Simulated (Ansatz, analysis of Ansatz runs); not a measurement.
# Moving an added electron between W sites in CaWO4 (I4_1/a), part 2 of 2

Question: does an added electron stay on the W atom where it is started in CaWO4 (I4_1/a), and if so, how high is the barrier for a hop to another W site nearby? Model: a cell of 96 host atoms.

Ansatz 0.2.0; plane-wave PAW DFT, PBEsol+U; relaxation of all atoms of a supercell at fixed charge in a uniform background; PAW set soft_1.

So far. Step 2 (The cell without the carrier): The largest displacement from an ideal site is 0.009 Å. Step 3 (The electron on the first site): The largest changes of the moments are 0.38 μB on W56, 0.02 μB on O57 and 0.02 μB on O60. The largest part sits on the chosen site.

## (4) The electron on the second site

The same start is made on the second site, to get the end of the hop.

The input, B.relax/input.yaml:

```yaml
crystal:
  lattice:
    - [10.44511621, 0.0, 0.0]
    - [0.0, 10.44511621, 0.0]
    - [0.0, 0.0, 11.25437467]
  atoms:
    - { symbol: Ca, position: [-0.000221, 0.25038, 0.750151] }
    - { symbol: Ca, position: [0.249719, 0.000267, 0.250171] }
[... 2 atom lines left out ...]
    - { symbol: W, position: [-0.000293, 0.250308, 0.250239], spin: 1.0 }
[... 50 atom lines left out ...]
    - { symbol: W, position: [0.749782, 0.250356, 0.500211] }
    - { symbol: O, position: [0.671229, 0.370973, 0.413118] }
[... 2 atom lines left out ...]
    - { symbol: O, position: [0.82832, 0.129751, 0.413083] }
[... 3 atom lines left out ...]
    - { symbol: O, position: [0.91692, 0.377805, 0.342118] }
[... 5 atom lines left out ...]
    - { symbol: O, position: [0.870393, 0.32894, 0.587311] }
[... 25 atom lines left out ...]
    - { symbol: O, position: [0.87915, 0.921846, 0.087181] }
total_charge: -1
basis:
  ecutwfc: 420
  xc_grid: 2
hamiltonian:
  xc: pbesol
  hubbard:
    sites: [{ species: W, l: d, u_eff: 5.0 }]
    projectors: ortho-atomic
  pseudopotentials: { kind: paw, azcp: { folder: soft_1 }, xc_functional: pbe }
kpoints:
  mp_grid: { grid: [1, 1, 1] }
magnetization:
  spin_polarized: true
  initial_magnetization: 1
  spin_locking: { lock_magnetization: hard }
scf:
  occupations: { method: fermi_dirac, width: 0.01 }
  max_iter: 120
  lower_state_search: "off"
output:
  forces: true
relax:
  f_tol: 0.015
  max_steps: 70
  escape_saddle: false
checkpoint:
  write: "../B.relax.run"
  compress: false
  write_wavefunctions: true
  write_every: 100000
```

On the command line:

```console
$ ansatz run input.yaml --threads 32 --pin off --max-ram 84787MiB --backend cuda --events-out ev --progress --plain --runs-dir out --max-vram 78GiB
```

Numbers of over 12 decimals in the logs are rounded to 6 here.

The program printed:

```text
[...]
Crystal: 96 atoms, lattice volume = 1227.857 Å³
Basis set: ecut = 420 eV, 24001 PW (Γ), exchange–correlation on 144×144×160 points (8 copies of the dense FFT grid, shifted against one another)
Bands: 481, of which v1, the nominal top of the filled ones, is band 385 counted from 1 (384 counted from 0)
Symmetry: 1 space group operations
[...]
k-points: 1
[...]
Starting moments: Σ|m| = 1 μB on 1 of 96 sites
[...]
SCF iter   1: F=—  HF=-228781.523301 eV  |Δ(HF+E_count)|=         —  Δρ=5.42e-2 (↑5.42e-2 ↓5.20e-2)  dr2=2.97e2  dr2_m=3.38e-1  M=1.000 μB ∫|m|=1.383 μB  Hψ=4470
[...]
SCF iter   2: F=—  HF=-228744.645057 eV  |Δ(HF+E_count)|=    3.69e1  Δρ=3.53e-2 (↑3.53e-2 ↓3.50e-2)  dr2=1.48e2  dr2_m=1.16e-1  M=1.000 μB ∫|m|=1.267 μB  Hψ=1751
[...]
E sigma→0 (E₀):  -228705.694994 eV
Fermi energy:    11.000688 (↑ 11.004132, ↓ 9.612459) eV
[...]
--- Forces (eV/Å), atoms counted from 1 ---
  atom   1  Ca     0.00007138    -0.00003847    -0.00005884
  atom   2  Ca     0.00248530    -0.00108260     0.00040765
  atom   3  Ca    -0.00062767    -0.00019668     0.00184015
  [... 1 atom left out ...]
  atom   5  W     -0.00001460     0.00009678    -0.00006490
  [... 1 atom left out ...]
  [... 90 more lines of this table ...]
  max |Σ_I F_I| component: 1.75e-6 eV/Å
--- Band table (eV) ---
[...]
Occupation matrices written to <dir>
--- Relaxed structure (11 steps of the walk, 11 accepted, 0 SCFs on fresh bases) ---
  F+E_penalty+E_count = -228705.69499447 eV   max|allowed force component| = 1.170e-2 eV/Å
  atoms:
    - { symbol: Ca, position: [-0.000206, 0.250315, 0.750175] }
    - { symbol: Ca, position: [0.250077, 0.002686, 0.251220] }
    - { symbol: Ca, position: [0.004001, 0.002807, 0.495771] }
    [... 1 atom left out ...]
    - { symbol: W, position: [-0.000193, 0.250323, 0.250222] }
    [... 1 atom left out ...]
  [... 90 more lines of this table ...]
[key lines of the parts left out:]
SCF converged after 4 iterations
Magnetization: 1.0000 μB (385.0000 up, 384.0000 down)
Free energy (F): -228705.694994 eV
```

Run time: 13 s. Hardware: 1 × NVIDIA GB200 with 32 threads of Arm Neoverse V2, shared host; peak memory 1.8 GiB.

Distances from W5 without and with the electron:

| atom | without (Å) | with (Å) |
| --- | --- | --- |
| O66 | 1.79 | 1.87 |
| O19 | 1.79 | 1.87 |
| O13 | 1.79 | 1.87 |
| O64 | 1.79 | 1.87 |

The largest changes of the moments are 0.38 μB on W5, 0.02 μB on O13 and 0.02 μB on O19. The largest part sits on the chosen site.

## (5) Points on the line between the two structures

All atoms move on the straight line between the two relaxed structures, 3.89 amu^1/2 Å long in mass-weighted terms. Each point starts from the state of the point before, once from either end, so that both localised states can be followed; the midpoint is also started with the carrier shared.

The input, A.x0500/input.yaml:

```yaml
crystal:
  lattice:
    - [10.44511621, 0.0, 0.0]
    - [0.0, 10.44511621, 0.0]
    - [0.0, 0.0, 11.25437467]
  atoms:
    - { symbol: Ca, position: [-0.001453, 0.252417, 0.747971] }
    - { symbol: Ca, position: [0.251104, 0.001478, 0.250949] }
[... 2 atom lines left out ...]
    - { symbol: W, position: [-0.001195, 0.249768, 0.253398] }
[... 50 atom lines left out ...]
    - { symbol: W, position: [0.750793, 0.250876, 0.496975], spin: 1.0 }
[... 3 atom lines left out ...]
    - { symbol: O, position: [0.836587, 0.127276, 0.413619] }
[... 3 atom lines left out ...]
    - { symbol: O, position: [0.913017, 0.37339, 0.33672] }
[... 1 atom line left out ...]
    - { symbol: O, position: [0.879411, 0.165285, 0.164232] }
[... 3 atom lines left out ...]
    - { symbol: O, position: [0.870204, 0.335356, 0.586115] }
[... 25 atom lines left out ...]
    - { symbol: O, position: [0.880615, 0.918255, 0.087648] }
total_charge: -1
basis:
  ecutwfc: 420
  xc_grid: 2
hamiltonian:
  xc: pbesol
  hubbard:
    sites: [{ species: W, l: d, u_eff: 5.0 }]
    projectors: ortho-atomic
  pseudopotentials: { kind: paw, azcp: { folder: soft_1 }, xc_functional: pbe }
kpoints:
  mp_grid: { grid: [1, 1, 1] }
magnetization:
  spin_polarized: true
  initial_magnetization: 1
  spin_locking: { lock_magnetization: hard }
scf:
  occupations: { method: fermi_dirac, width: 0.01 }
  max_iter: 120
  lower_state_search: "off"
output:
  forces: true
  eigenvalues: true
  eigenstates: { localisation: true }
  write_density: true
  write_potential: true
  volumetric_format: npy
checkpoint:
  read: "../A.x0375.run"
  write: "../A.x0500.run"
  compress: false
  write_wavefunctions: true
  write_every: 100000
```

The program printed:

```text
[...]
Warning: checkpoint.read: the run can stay near the saved state's solution: 96 site(s) moved relative to the saved geometry (max |Δs| = 1.710e-3 fractional); [...]
[...]
Crystal: 96 atoms, lattice volume = 1227.857 Å³
Basis set: ecut = 420 eV, 24001 PW (Γ), exchange–correlation on 144×144×160 points (8 copies of the dense FFT grid, shifted against one another)
Bands: 481, of which v1, the nominal top of the filled ones, is band 385 counted from 1 (384 counted from 0)
Symmetry: 1 space group operations
[...]
k-points: 1
[...]
Starting moments: Σ|m| = 1 μB on 1 of 96 sites; this step starts from the density that it was given
[...]
SCF iter   1: F=—  HF=-228705.368054 eV  |Δ(HF+E_count)|=         —  Δρ=7.88e-4 (↑7.88e-4 ↓7.42e-4)  dr2=1.96e-2  dr2_m=7.12e-4  M=1.000 μB ∫|m|=1.130 μB  Hψ=7568
[...]
spin=Collinear: Resta preconditioning applied to the charge; magnetization (m = ρ↑ − ρ↓) channel mixes plain (no charge-response kernel on spin).
SCF iter   2: F=—  HF=-228705.362324 eV  |Δ(HF+E_count)|=   5.73e-3  Δρ=5.81e-4 (↑5.81e-4 ↓4.97e-4)  dr2=7.29e-3  dr2_m=5.84e-4  M=1.000 μB ∫|m|=1.132 μB  Hψ=1039
[...]
SCF iter   6: F=—  HF=-228705.367358 eV  |Δ(HF+E_count)|=   1.87e-3  Δρ=1.63e-4 (↑1.63e-4 ↓1.29e-4)  dr2=6.04e-4  dr2_m=1.27e-4  M=1.000 μB ∫|m|=1.167 μB  Hψ=1563
[...]
SCF iter  38: F=-228705.378635 eV  HF=-228705.378635 eV  |Δ(HF+E_count)|=   1.66e-9  Δρ=4.27e-7 (↑4.27e-7 ↓2.25e-7)  dr2=5.78e-9  dr2_m=3.99e-10  M=1.000 μB ∫|m|=1.289 μB  Hψ=4434
SCF 1 converged in 38 iterations: F = -228705.378635 eV  dr2 = 5.78e-9
[...]
SCF converged after 38 iterations
Stability checked in part: among states of this total moment the steps that led to this state did not find it unstable. No probe was made; neither looks for a lower state of another moment (fixed_total_moment; see scf.lower_state_search)
Magnetization: 1.0000 μB (385.0000 up, 384.0000 down)
Absolute magnetization: 1.2943 μB (∫|ρ↑−ρ↓|, with the PAW one-centre terms)
[...]
Per-site moments (μB) at R_I (Å): [(0.000685131, 0.995338), (0.00145364, 0.976978), (0.00167786, 0.973378), [... 6 left out ...]
Free energy (F): -228705.378635 eV
[...]
Internal energy: -228705.378558 eV  (E = F + TS)
E sigma→0 (E₀):  -228705.378596 eV
Entropy (-TS):   -0.000077 eV (-0.001 meV/atom)
Fermi energy:    10.994914 (↑ 10.994914, ↓ 9.593702) eV
[...]
--- Forces (eV/Å), atoms counted from 1 ---
  atom   1  Ca     0.02215827    -0.01568391     0.00954796
  atom   2  Ca     0.00034046     0.00208510     0.01197569
  [... 2 atoms left out ...]
  atom   5  W     -0.18235736    -0.14010940    -0.07622110
  [... 1 atom left out ...]
  [... 90 more lines of this table ...]
  max |Σ_I F_I| component: 3.67e-6 eV/Å
--- Band table (eV) ---
[...]
Occupation matrices written to <dir>
```

The job ended after 5.9 s (1 × NVIDIA GB200 with 32 threads; peak memory 1.4 GiB; 17 s of CPU time).

From eigenstates.tsv, first k-point; energies on the run's zero. The participation number counts the atoms that a state is spread over, of 96; bands count from 0.

| spin | band | energy (eV) | occupation | participation | largest share on | share |
| --- | --- | --- | --- | --- | --- | --- |
| down | 378 | 7.336 | 1.00 | 19.7 | O13 | 0.11 |
| down | 379 | 7.353 | 1.00 | 27.2 | O64 | 0.08 |
| down | 380 | 7.390 | 1.00 | 22.3 | O10 | 0.06 |
| down | 381 | 7.440 | 1.00 | 30.9 | O71 | 0.08 |
| down | 382 | 7.474 | 1.00 | 33.6 | O19 | 0.06 |
| down | 383 | 7.544 | 1.00 | 12.8 | O60 | 0.15 |
| down | 384 | 11.643 | 0.00 | 33.3 | W30 | 0.05 |
| down | 385 | 11.809 | 0.00 | 25.5 | W29 | 0.10 |
| down | 386 | 11.809 | 0.00 | 28.5 | W8 | 0.10 |
| down | 387 | 11.845 | 0.00 | 23.3 | W54 | 0.09 |
| down | 388 | 11.849 | 0.00 | 25.7 | W55 | 0.07 |
| up | 379 | 7.352 | 1.00 | 28.3 | O64 | 0.08 |
| up | 380 | 7.391 | 1.00 | 22.6 | O10 | 0.06 |
| up | 381 | 7.445 | 1.00 | 30.3 | O71 | 0.08 |
| up | 382 | 7.479 | 1.00 | 33.2 | O19 | 0.06 |
| up | 383 | 7.558 | 1.00 | 12.4 | O60 | 0.16 |
| up | 384 | 10.918 | 1.00 | 7.2 | W5 | 0.24 |
| up | 385 | 11.072 | 0.00 | 7.8 | W5 | 0.23 |
| up | 386 | 11.649 | 0.00 | 33.1 | W6 | 0.06 |
| up | 387 | 11.801 | 0.00 | 27.0 | W53 | 0.11 |
| up | 388 | 11.803 | 0.00 | 24.4 | W80 | 0.11 |
| up | 389 | 11.839 | 0.00 | 22.6 | W54 | 0.10 |

Under PBEsol+U (5 eV) at the zone centre alone, the highest filled state is spin up, spread over 7 of 96 atoms, and the lowest empty one, 0.15 eV above it, is spin up, spread over 8 of 96 atoms.

The largest moments in the atoms' spheres: W5 0.21, W56 0.21, O70 -0.02, O66 -0.02, O60 -0.01, O64 -0.01 μB.

Free energies from the first end:

| started from | fraction | energy (eV) | moment change on W56 (μB) | on W5 (μB) |
| --- | --- | --- | --- | --- |
| first site | 0 | 0.000 | 0.38 | 0.00 |
| first site | 0.125 | 0.022 | 0.37 | 0.00 |
| first site | 0.25 | 0.085 | 0.36 | 0.01 |
| first site | 0.375 | 0.189 | 0.35 | 0.01 |
| first site | 0.5 | 0.316 | 0.21 | 0.21 |
| first site | 0.625 | 0.189 | 0.01 | 0.35 |
| second site | 0.875 | 0.022 | 0.00 | 0.37 |
| second site | 0.75 | 0.085 | 0.01 | 0.36 |
| second site | 0.625 | 0.189 | 0.01 | 0.35 |
| second site | 0.5 | 0.316 | 0.21 | 0.21 |
| second site | 0.375 | 0.189 | 0.35 | 0.01 |
| shared | 0.5 | 0.316 | 0.21 | 0.21 |
| second site | 1 | 0.000 | 0.00 | 0.38 |

## (6) What came out

```json
{
 "barrier forward": "0.32 eV",
 "barrier backward": "0.32 eV",
 "distance of the two sites without the carrier": "3.84 Å",
 "carrier at the midpoint": "shared"
}
```

In words: On this line the electron must cross 0.32 eV to hop 3.84 Å; both ends have the same energy within 0.005 eV. At the midpoint the lowest state found shares the carrier between both sites, and no finished start kept it on one. That fits an adiabatic hop but does not prove it, since self-interaction left by this U favours sharing too. With an assumed attempt frequency of 1e13 per second the rate at 300 K would be 5e+07 per second for this barrier, if every crossing succeeded. A straight line need not be the lowest path, so the true barrier at this U can be lower, or higher if the ends can still break their symmetry. No run compares the localised electron with one spread in the band, so its binding is unknown and the barrier may exceed it. The program's search for lower electronic states was switched off in all runs, so that each state is followed; none is shown to be the lowest at its structure. No image-charge correction is applied; it nearly cancels along the line while the charge stays localised. What this leaves open: sampling at the zone centre alone can move energies of charged and open-shell states by tenths of an eV or more in cells of this size; gap and trapping depend on the U chosen (W d 5.0 eV); spin–orbit coupling, which can matter with heavy atoms, is left out.

[Logs are printed without paths, hosts, clocks, repeated set-up lines and the standing remarks that a program may print on its own settings, such as how far it seeks lower states.]

[Hosts, paths, dates, database ids (printed as entryN), source tags and the programs' standing remarks are cut or masked in the printed files.]
